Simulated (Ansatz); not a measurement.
An input for Ansatz 0.2.0 (SnSeO (1T monolayer (Janus))):

```yaml
crystal:
  lattice:
    - [3.38347589, 0.0, 0.0]
    - [-1.691737945, 2.9301760738, 0.0]
    - [0.0, 0.0, 32.7]
  atoms:
    - { symbol: Sn, position: [0.0, 0.0, 0.5] }
    - { symbol: O, position: [0.3333333333, 0.6666666667, 0.5420438814] }
    - { symbol: Se, position: [0.6666666667, 0.3333333333, 0.4579561186] }
  periodic: [true, true, false]
kpoints:
  mp_grid: { grid: [9, 9, 1] }
hamiltonian:
  xc: pbe
  pseudopotentials: { kind: paw, azcp: { folder: soft_1 } }
scf:
  occupations: { method: fermi_dirac, width: 0.02 }
relax:
  f_tol: 0.01
  max_steps: 100
  cell: {}
```

```sh
ansatz run input.yaml --threads 4 --pin off --max-ram 17510MiB --backend cpu --events-out ev --progress --plain --runs-dir out
```

Question: Estimate wall time and host memory on 4 threads of Arm Neoverse V2, shared host.

It took 18 s; on shared hardware allow 8.8 s to 35 s. Peak host memory was 0.61 GiB. The sizes that set the cost: 6871 plane waves a state, 12 irreducible k points and 71 SCF cycles.

[Paths, hosts, dates, memory and timing lines, banners, echoed tables and standing remarks are left out of the program output.]

[Logs are printed without paths, hosts, clocks, repeated set-up lines and the standing remarks that a program may print on its own settings, such as how far it seeks lower states.]

[Runs of the session that timed out or met a known fault of the program may be left out.]

[Cells called generated may have been cut or substituted from an entry of the Crystallography Open Database or the Materials Project.]

[Hosts, paths, dates, database ids (printed as entryN), source tags and the programs' standing remarks are cut or masked in the printed files.]
